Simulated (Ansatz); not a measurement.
# PaBr4 (I4_1/amd): how robust is the cRPA U?

What does U in PaBr4 (I4_1/amd) depend on besides the window?

Method: constrained RPA on LDA, plane waves, PAW, in Ansatz 0.2.0.

## 1. The structure

It takes space group I4_1/amd (No. 141, tetragonal). Conventional cell: a = 8.824 Å, b = 8.824 Å, c = 7.957 Å, α = 90.00°, β = 90.00°, γ = 90.00°. Nearest to Pa lie 8 Br at 2.77 to 3.07 Å. Nearest to Br lie 2 Pa at 2.77 to 3.07 Å. Farther neighbours and most contacts between anions are not listed.

The cell and positions come from the Crystallography Open Database and are kept as given unless a step says otherwise. The program's search for lower electronic states was switched off, so nothing shows that the state found is the lowest. Spin-orbit coupling is left out unless a step names it. The default PAW set here is soft_2. Its files were made with PBE.

## 2. Base: Pa f, bands v1 to c13, 2×2×2 mesh, medium accuracy

Constrained RPA screens the interaction with every transition except those inside the target bands, which a later many-body model would treat itself.

File input.yaml:

```yaml
crystal:
  lattice:
    - [-4.412, 4.412, 3.9785]
    - [4.412, -4.412, 3.9785]
    - [4.412, 4.412, -3.9785]
  atoms:
    - { symbol: Pa, position: [0.0, 0.0, 0.0] }
    - { symbol: Pa, position: [0.75, 0.25, 0.5] }
    - { symbol: Br, position: [0.236, 0.929, 0.307] }
    - { symbol: Br, position: [0.679, 0.872, 0.193] }
    - { symbol: Br, position: [0.622, 0.929, 0.693] }
    - { symbol: Br, position: [0.679, 0.486, 0.807] }
    - { symbol: Br, position: [0.514, 0.321, 0.193] }
    - { symbol: Br, position: [0.071, 0.764, 0.693] }
    - { symbol: Br, position: [0.128, 0.321, 0.807] }
    - { symbol: Br, position: [0.071, 0.378, 0.307] }
kpoints:
  mp_grid: { grid: [4, 4, 4] }
hamiltonian:
  xc: lda
scf:
  occupations: { method: gaussian, width: 0.08 }
  n_extra_bands: 28
  max_iter: 150
  lower_state_search: "off"
output:
  crpa:
    kmesh: [2, 2, 2]
    target_bands: [v1, c13]
    projections: [{ species: Pa, l: f, shell: 5 }]
  local_orbitals:
    kmesh: [4, 4, 4]
    orbitals: [{ species: Pa, l: f, shell: 5 }]
    window: { bands: [v1, c13] }
    seedname: lo
```

Launch:

```console
ansatz run input.yaml --threads 8 --pin off --max-ram 18432MiB --backend cpu --events-out ev --progress --plain --runs-dir out
```

Numbers of over 12 decimals in the logs are rounded to 6 here.

The log of the run:

```text
Pa: projections on atomic orbitals take those of the free atom [Xe 4f14 5d10] 5f2 6s2 6p6 6d1 7s2, of charge +0.00 (hamiltonian.pseudopotentials.projection_atoms); the dataset's partial waves leave at most 6.5e-5 of an orbital's norm unspanned inside its sphere
scf.n_extra_bands = 28 over 41 filled bands (N_el = 82.0): the run solves 69 bands
Engine: ansatz 0.2.0, aarch64-unknown-linux-gnu
Pseudopotentials: kind: paw
Pseudopotential: Pa, paw, valence charge 13, recommended cutoff 420 eV (normal), Pa.paw.azcp
Pseudopotential: Br, paw, valence charge 7, recommended cutoff 420 eV (normal), Br.paw.azcp
Functional definition: SPW92
  exchange = slater_x
  correlation = pw_c
Crystal: 10 atoms, lattice volume = 309.778 Å³
Basis set: ecut = 420 eV, 6129 PW (Γ)
Bands: 69, of which v1, the nominal top of the filled ones, is band 41 counted from 1 (40 counted from 0)
Symmetry: 16 space group operations
Space group: I41/amd (ITA 141), of the structure as read, at distance tolerance 6.8e-5 Å
k-points: 13 of 64
Non-local potential: Pa, projectors of the file, l = 0: 3, l = 1: 2, l = 2: 2, l = 3: 3
Non-local potential: Br, projectors of the file, l = 0: 2, l = 1: 2, l = 2: 2
PAW form: soft (Blöchl's): semilocal exchange-correlation on the pseudo side does not see the compensation charge
PAW frozen core: Pa, regenerated for the run's functional, and the local potential with it (the file was generated under x = pbe(κ = 0.804, μ = 0.219515), c = pbe(β = 0.066725))
PAW frozen core: Br, regenerated for the run's functional, and the local potential with it (the file was generated under x = pbe(κ = 0.804, μ = 0.219515), c = pbe(β = 0.066725))
PAW one-centre angular grid: Pa, 590 points (default); XC on 64 Gauss nodes
PAW one-centre angular grid: Br, 110 points (default); XC on 64 Gauss nodes
Initial density: superposition of atomic densities (neutral atoms: chi_scale 0, normalization atom), corrected by the library's trained network
Initial wavefunctions: pseudopotential atomic-orbital guess
Functional: x = slater, c = lda
SCF iter   1: F=—  HF=-48121.905630 eV  |F-HF|=—  |Δ(HF+E_count)|=         —  Δρ=5.39e-3  dr2=4.99e-2  ethr=1.77e-3  ⟨swp⟩=6.5  Hψ=4233  notcnv=0  defer=39
preconditioner: auto → LDOS  [metal: Δε(μ)=0.004 eV  Ē_g=9.123 eV  σ=0.080 eV  W_gap=0.03  n_scr=54 (ndim 8)  ℏωp=17.1 eV  f_vac=0.037  D(μ)=41.07/eV (n_scr^D=610)  β→1.0]
SCF iter   2: F=—  HF=-48121.910041 eV  |F-HF|=—  |Δ(HF+E_count)|=   4.41e-3  Δρ=1.52e-3  dr2=7.05e-3  ethr=6.08e-5  ⟨swp⟩=2.2  Hψ=1587  notcnv=0  defer=55
SCF iter   3: F=—  HF=-48121.910085 eV  |F-HF|=—  |Δ(HF+E_count)|=   4.43e-5  Δρ=1.38e-3  dr2=4.77e-3  ethr=8.60e-6  ⟨swp⟩=2.1  Hψ=1304  notcnv=0  defer=55
[...]
SCF 1 converged in 9 iterations: F = -48121.908713 eV  dr2 = 5.59e-8
[...]
NSCF: frozen V_eff on 17 k-points
NSCF: frozen V_eff on 4 k-points
[...]
cRPA screening: q 1/8
cRPA screening: q 2/8
cRPA screening: q 4/8 (q-point 3)
cRPA screening: q 6/8 (q-point 4)
cRPA screening: q 7/8 (q-point 5)
cRPA screening: q 8/8
SCF converged after 9 iterations
Free energy (F): -48121.908713 eV
Harris-Foulkes:  -48121.908713 eV  (|F-HF|=1.73e-8)
Internal energy: -48121.774717 eV  (E = F + TS)
E sigma→0 (E₀):  -48121.841715 eV
Entropy (-TS):   -0.133996 eV (-13.400 meV/atom)
Fermi energy:    6.791457 eV
--- Per-component energies (eV) ---
  E_band       = -313.729659
  E_kinetic    = 1564.474412
  E_local      = -3470.066942  (includes V_loc(G=0)·N_el)
  E_nonlocal   = 981.822177
  E_hartree    = 1060.419836
  E_xc         = -2551.959913
  E_vxc        = -1189.009468  (∫ρ·V_xc dr)
  E_paw        = -41482.733315  (= ΣΔE_a)
  E_vpaw       = -321.782177  (= ΣTr[D̂ρ^β])
  E_aug_tail   = 0.000006  (compensation charges beyond the density's cutoff)
  E_ewald      = -4225.927461
  E_core_change = 2.196484  (= ΣΔE_core)
  E_smearing   = -0.133996  (= −TS)
  E_closure    = 0.000000  (closes the sum)
  Σ components = -48121.908713   (vs F -48121.908713, Δ=0.00e0)
--- Band table (eV; the first three rows and the last of 13) ---
  k-point 0: bands = [... 37 lower, 3.9255, 4.0594, 4.5147, 6.7617, 6.8057, 6.8334, 6.8710, 7.0124, ... 24 higher]
  k-point 1: bands = [... 37 lower, 3.8462, 3.8564, 4.3777, 6.7907, 6.8395, 6.8467, 6.8638, 6.9708, ... 24 higher]
  k-point 2: bands = [... 37 lower, 3.4669, 4.0876, 4.0876, 6.8489, 6.8489, 6.8733, 6.8733, 6.9335, ... 24 higher]
  k-point 12: bands = [... 37 lower, 3.5496, 4.0205, 4.0205, 6.7872, 6.7872, 6.8465, 6.8465, 6.9394, ... 24 higher]
--- cRPA (band scheme, projected local orbitals): target bands 41..54 (1-based), 14 Wannier function(s), 2×2×2 mesh, 108 bands' worth read of 113 solved, ecut_chi 136.0 eV, v(q+G=0) probe_charge, pair densities all_electron ---
  χ-basis size per q: N_G = 1114..1160
  window electrons = 2.0000, filled by tetrahedron_uncorrected; constrained ε̄⁻¹(q = 0, 0) head = 0.210878; min gauge Gram eig = 0.7072
  Kanamori averages over each shell's own Wannier functions (sites counted from 0, functions from 1):
  Each shell's averages of U are screened by what lies outside the whole window alone: parameters of one model of all the shells.
    Site 0, 5F, 7 of 7 f orbitals (Wannier functions 1, 2, 3, 4, 5, 6, 7; wannier90's mr 1, 2, 3, 4, 5, 6, 7):
      screened: U = 3.4199 eV, U' = 2.7826 eV, J = 0.3078 eV
      screened, to within: U = 5.9e-3 eV, U' = 5.9e-3 eV, J = 4.8e-4 eV
      bare: V = 15.2909 eV, V' = 14.3602 eV, J = 0.4352 eV
    Site 1, 5F, 7 of 7 f orbitals (Wannier functions 8, 9, 10, 11, 12, 13, 14; wannier90's mr 1, 2, 3, 4, 5, 6, 7):
      screened: U = 3.4199 eV, U' = 2.7826 eV, J = 0.3078 eV
      screened, to within: U = 5.9e-3 eV, U' = 5.9e-3 eV, J = 4.8e-4 eV
      bare: V = 15.2909 eV, V' = 14.3602 eV, J = 0.4352 eV
  Hermiticity witness max|P − P†| over intra, direct and exchange elements: 2.66e-14 eV (screened), 8.05e-17 eV (bare)
  Reality witness max|Im| over intra, direct and exchange elements: 1.36e-11 eV (screened), 1.06e-13 eV (bare)
```

The job ended after 3.8 min (8 threads of Arm Neoverse V2, shared host; peak memory 3.2 GiB).

Reading the cycles: dr2 is the Hartree energy of the density residual (eV), the measure of convergence; HF is the Harris–Foulkes estimate of the energy, which meets the free energy F at convergence.

Numbers from this step:

```
U                                                 : 3.420 eV
U prime (inter-orbital)                           : 2.783 eV
J                                                 : 0.3078 eV
bare V                                            : 15.29 eV
bare J                                            : 0.4352 eV
stated bound on U                                 : 0.005834 eV
U over bare V                                     : 0.2237
electrons in the window                           : 2.000
head of the constrained inverse dielectric matrix : 0.2109
least eigenvalue of the projection's overlap      : 0.7072
target functions                                  : 14
bands in the sums                                 : 108
r.m.s. miss of the model bands                    : 0.001295 eV
width of the target bands                         : 0.6161 eV
weight of the projected orbitals in the window    : 0.8998
```

On the Pa f shell, screening brings the on-site interaction from 15.3 eV down to U = 3.42 eV.

## 3. Changed: accuracy low

Edit input.yaml of step 2 so:

```diff
@@ -30,6 +30,2 @@
     projections: [{ species: Pa, l: f, shell: 5 }]
-  local_orbitals:
-    kmesh: [4, 4, 4]
-    orbitals: [{ species: Pa, l: f, shell: 5 }]
-    window: { bands: [v1, c13] }
-    seedname: lo
+    accuracy: low
```

The log of the run:

```text
[...]
Crystal: 10 atoms, lattice volume = 309.778 Å³
Basis set: ecut = 420 eV, 6129 PW (Γ)
Bands: 69, of which v1, the nominal top of the filled ones, is band 41 counted from 1 (40 counted from 0)
[... 1 set-up line as in the run before ...]
[...]
k-points: 13 of 64
[...]
SCF iter   1: F=—  HF=-48121.905630 eV  |F-HF|=—  |Δ(HF+E_count)|=         —  Δρ=5.39e-3  dr2=4.99e-2  ethr=1.77e-3  ⟨swp⟩=6.5  Hψ=4233  notcnv=0  defer=39
[...]
SCF iter   9: F=-48121.908713 eV  HF=-48121.908713 eV  |F-HF|=1.73e-8  |Δ(HF+E_count)|=   1.76e-7  Δρ=4.17e-6  dr2=5.59e-8  ethr=1.22e-10  ⟨swp⟩=9.5  Hψ=4007  notcnv=0
SCF 1 converged in 9 iterations: F = -48121.908713 eV  dr2 = 5.59e-8
[...]
NSCF: frozen V_eff on 4 k-points
[...]
cRPA screening: q 1/8
cRPA screening: q 2/8
cRPA screening: q 4/8 (q-point 3)
cRPA screening: q 6/8 (q-point 4)
cRPA screening: q 7/8 (q-point 5)
cRPA screening: q 8/8
SCF converged after 9 iterations
Free energy (F): -48121.908713 eV
[...]
Internal energy: -48121.774717 eV  (E = F + TS)
E sigma→0 (E₀):  -48121.841715 eV
Entropy (-TS):   -0.133996 eV (-13.400 meV/atom)
Fermi energy:    6.791457 eV
[...]
--- Band table (eV; the first three rows and the last of 13) ---
  k-point 0: bands = [... 37 lower, 3.9255, 4.0594, 4.5147, 6.7617, 6.8057, 6.8334, 6.8710, 7.0124, ... 24 higher]
  k-point 1: bands = [... 37 lower, 3.8462, 3.8564, 4.3777, 6.7907, 6.8395, 6.8467, 6.8638, 6.9708, ... 24 higher]
  k-point 2: bands = [... 37 lower, 3.4669, 4.0876, 4.0876, 6.8489, 6.8489, 6.8733, 6.8733, 6.9335, ... 24 higher]
  k-point 12: bands = [... 37 lower, 3.5496, 4.0205, 4.0205, 6.7872, 6.7872, 6.8465, 6.8465, 6.9394, ... 24 higher]
[...]
χ-basis size per q: N_G = 1114..1160
[...]
screened: U = 3.3725 eV, U' = 2.7396 eV, J = 0.3055 eV
      screened, to within: U = 1.3e-1 eV, U' = 1.3e-1 eV, J = 8.2e-3 eV
      bare: V = 15.2909 eV, V' = 14.3602 eV, J = 0.4352 eV
[...]
screened: U = 3.3725 eV, U' = 2.7396 eV, J = 0.3055 eV
      screened, to within: U = 1.3e-1 eV, U' = 1.3e-1 eV, J = 8.2e-3 eV
      bare: V = 15.2909 eV, V' = 14.3602 eV, J = 0.4352 eV
[...]
```

Wall time 1.8 min (8 threads); peak memory 3.1 GiB.

This step gave:

| Property | Result |
| --- | --- |
| U | 3.372 eV |
| U prime (inter-orbital) | 2.740 eV |
| J | 0.3055 eV |
| bare V | 15.29 eV |
| bare J | 0.4352 eV |
| stated bound on U | 0.1266 eV |
| U over bare V | 0.2206 |
| electrons in the window | 2.000 |
| head of the constrained inverse dielectric matrix | 0.2108 |
| least eigenvalue of the projection's overlap | 0.7072 |
| target functions | 14 |
| bands in the sums | 108 |
| width of the target bands | 0.6161 eV |
| weight of the projected orbitals in the window | 0.8998 |

On the Pa f shell, screening brings the on-site interaction from 15.3 eV down to U = 3.37 eV.

## 4. Changed: sums over states

Edit input.yaml of step 3 so:

```diff
@@ -30,2 +30,4 @@
     projections: [{ species: Pa, l: f, shell: 5 }]
-    accuracy: low
+    accuracy: sum_over_states
+    n_empty_bands: 82
+    ecut_chi: 250
```

The log of the run:

```text
[...]
Crystal: 10 atoms, lattice volume = 309.778 Å³
Basis set: ecut = 420 eV, 6129 PW (Γ)
Bands: 69, of which v1, the nominal top of the filled ones, is band 41 counted from 1 (40 counted from 0)
[... 1 set-up line as in the run before ...]
[...]
k-points: 13 of 64
[...]
χ-basis size per q: N_G = 2760..2823
[...]
U and J over all bands: no bound (output.crpa.accuracy: sum_over_states); those below are of the sums over the bands read on the sphere of ecut_chi, with what the atoms add
[...]
screened: U = 3.6098 eV, U' = 2.9443 eV, J = 0.3216 eV
      bare: V = 15.2909 eV, V' = 14.3602 eV, J = 0.4352 eV
[...]
screened: U = 3.6098 eV, U' = 2.9443 eV, J = 0.3216 eV
      bare: V = 15.2909 eV, V' = 14.3602 eV, J = 0.4352 eV
[...]
[key lines of the parts left out:]
SCF converged after 9 iterations
Free energy (F): -48121.908713 eV
Fermi energy:    6.791457 eV
```

Run time: 39 s. Hardware: 8 threads; peak memory 1.3 GiB.

This variant gives U = 3.61 eV against 3.42 eV. It is a finite sum over empty states with no bound on its error and stays out of the table below.

## 5. Changed: a hybrid parent, which the program doesn't serve

This step: constrained RPA on HSE06, plane waves, PAW.

Edit input.yaml of step 4 so:

```diff
@@ -19,3 +19,3 @@
 hamiltonian:
-  xc: lda
+  xc: hse06
 scf:
@@ -30,4 +30 @@
     projections: [{ species: Pa, l: f, shell: 5 }]
-    accuracy: sum_over_states
-    n_empty_bands: 82
-    ecut_chi: 250
```

The log of the run:

```text
Error: output.crpa with hamiltonian.xc: <hybrid> — the cRPA pass is not lent the exchange term, and with exact exchange the velocity is complete only between two filled bands or a filled and an empty one, where its q→0 head needs it between a partly filled band and a filled or an empty one too; use an LDA or GGA functional, or a τ-reading meta-GGA without exact exchange such as r2scan
```

It took 0.02 s on 8 threads; peak memory 0.032 GiB.

The input was rejected at the start.

The program's message: “Error: output.crpa with hamiltonian.xc: <hybrid> — the cRPA pass is not lent the exchange term, and with exact exchange the velocity is complete only between two filled bands or a filled and an empty …”

The fault put into this input: a hybrid parent, which the program doesn't serve.

## 6. Changed: potentials

This step: constrained RPA on LDA, plane waves, PAW.

Edit input.yaml of step 5 so:

```diff
@@ -19,3 +19,4 @@
 hamiltonian:
-  xc: hse06
+  xc: lda
+  pseudopotentials: { kind: paw, source: ansatz }
 scf:
```

The log of the run:

```text
[...]
Crystal: 10 atoms, lattice volume = 309.778 Å³
Basis set: ecut = 680 eV, 12457 PW (Γ)
Bands: 119, of which v1, the nominal top of the filled ones, is band 91 counted from 1 (90 counted from 0)
[... 1 set-up line as in the run before ...]
[...]
k-points: 13 of 64
[...]
χ-basis size per q: N_G = 1114..1160
[...]
screened: U = 3.4160 eV, U' = 2.7789 eV, J = 0.3078 eV
      screened, to within: U = 5.3e-3 eV, U' = 5.3e-3 eV, J = 6.8e-4 eV
      bare: V = 15.2795 eV, V' = 14.3491 eV, J = 0.4351 eV
[...]
screened: U = 3.4160 eV, U' = 2.7789 eV, J = 0.3078 eV
      screened, to within: U = 5.3e-3 eV, U' = 5.3e-3 eV, J = 6.8e-4 eV
      bare: V = 15.2795 eV, V' = 14.3491 eV, J = 0.4351 eV
[...]
[key lines of the parts left out:]
SCF converged after 16 iterations
Free energy (F): -82635.735292 eV
Fermi energy:    9.194609 eV
```

Elapsed: 15 min, on 8 threads; peak memory 6.9 GiB.

Numbers from this step:

```yaml
u: 3.416 eV
u_prime_inter_orbital: 2.779 eV
j: 0.3078 eV
bare_v: 15.28 eV
bare_j: 0.4351 eV
stated_bound_on_u: 0.005288 eV
u_over_bare_v: 0.2236
electrons_in_the_window: 2.000
head_of_the_constrained_inverse_dielectric_matrix: 0.2109
least_eigenvalue_of_the_projection_s_overlap: 0.7073
target_functions: 14
bands_in_the_sums: 208
width_of_the_target_bands: 0.6178 eV
weight_of_the_projected_orbitals_in_the_window: 0.8996
```

On the Pa f shell, screening brings the on-site interaction from 15.3 eV down to U = 3.42 eV.

## 7. Side by side

Times are wall times on 8 threads of Arm Neoverse V2, shared host, good to a factor of about two.

```csv
run,bare V (eV),U (eV),J (eV),bound on U (eV),width (eV),time
target window,15.29,3.420,0.308,0.0058,0.62,3.8 min
accuracy low,15.29,3.372,0.306,0.1266,0.62,1.8 min
potentials,15.28,3.416,0.308,0.0053,0.62,15 min
```

## 8. Summary of results

```
target window : U 3.42 eV, J 0.31 eV
accuracy low  : U 3.37 eV, J 0.31 eV
potentials    : U 3.42 eV, J 0.31 eV
```

**Reading.** Accuracy low moves U by −0.05 eV (within the solver's bounds, for the mean over orbitals) at 0.48 times the time. Potentials moves U by −0.004 eV (within the solver's bounds, for the mean over orbitals) at 4.0 times the time. The printed bound covers the solver alone, not the mesh, and no denser mesh than the base was run. The parent state is non-magnetic and the interaction static (zero frequency); U depends on the window and the orbitals, so it belongs to this model alone. Spin-orbit coupling, which is strong for atoms this heavy, is left out. Coarse meshes can leave U off its limit, most where the target bands are metallic.

[Paths, hosts, dates, memory and timing lines, banners, echoed tables and standing remarks are left out of the program output.]

[Logs are printed without paths, hosts, clocks, repeated set-up lines and the standing remarks that a program may print on its own settings, such as how far it seeks lower states.]

[Runs of the session that timed out or met a known fault of the program may be left out.]

[Hosts, paths, dates, database ids (printed as entryN), source tags and the programs' standing remarks are cut or masked in the printed files.]
